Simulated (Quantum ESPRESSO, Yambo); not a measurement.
Planning a run of Yambo 5.3.0 on P2Ir (P2_1/c). The input:

```
HF_and_locXC
gw0
dyson
ppa
em1d
rim_cut
RandQpts= 1000000
RandGvec= 1 RL
EXXRLvcs= 48 Ry
VXCRLvcs= 192 Ry
Chimod= "HARTREE"
% BndsRnXp
 1 | 127 |
%
NGsBlkXp= 4.5 Ry
% LongDrXp
 1 | 1 | 1 |
%
% GbndRnge
 1 | 127 |
%
DysSolver= "n"
ExtendOut
PPAPntXp= 50 eV
% QPkrange
 30 | 30 | 53 | 56 |
 1 | 1 | 53 | 56 |
 9 | 9 | 53 | 56 |
%
```

```sh
OMP_NUM_THREADS=2 mpirun -n 16 yambo -F gw4.in -J gw4 -C gw4 > gw4.log
```

The stored states that it reads are on a 4×4×4 mesh. Symmetry: P2_1/c, No. 14, monoclinic system. The conventional cell has a = 5.772 Å, b = 5.807 Å, c = 5.872 Å, α = 90.00°, β = 111.25°, γ = 90.00°. Nearest to P lie 1 P at 2.22 Å and 3 Ir at 2.41 to 2.42 Å. Nearest to P lie 1 P at 2.22 Å and 3 Ir at 2.33 to 2.35 Å. Ir has 6 P at 2.33 to 2.42 Å nearest. Farther neighbours are not listed.

Q: How long will it take on 16 MPI ranks of Arm Neoverse V2, shared host, and how much memory?

It took 2.3 min; on shared hardware allow 68 s to 4.5 min. Peak host memory was 39 GiB.

The screening grows as filled bands × empty bands × pairs of k points, times the square of the screening basis for the matrix.

[Paths, hosts, dates, memory and timing lines, banners, echoed tables and standing remarks are left out of the program output.]

[Logs are printed without paths, hosts, clocks, repeated set-up lines and the standing remarks that a program may print on its own settings, such as how far it seeks lower states.]

[Runs of the session that timed out or met a known fault of the program may be left out.]

[Hosts, paths, dates, database ids (printed as entryN), source tags and the programs' standing remarks are cut or masked in the printed files.]
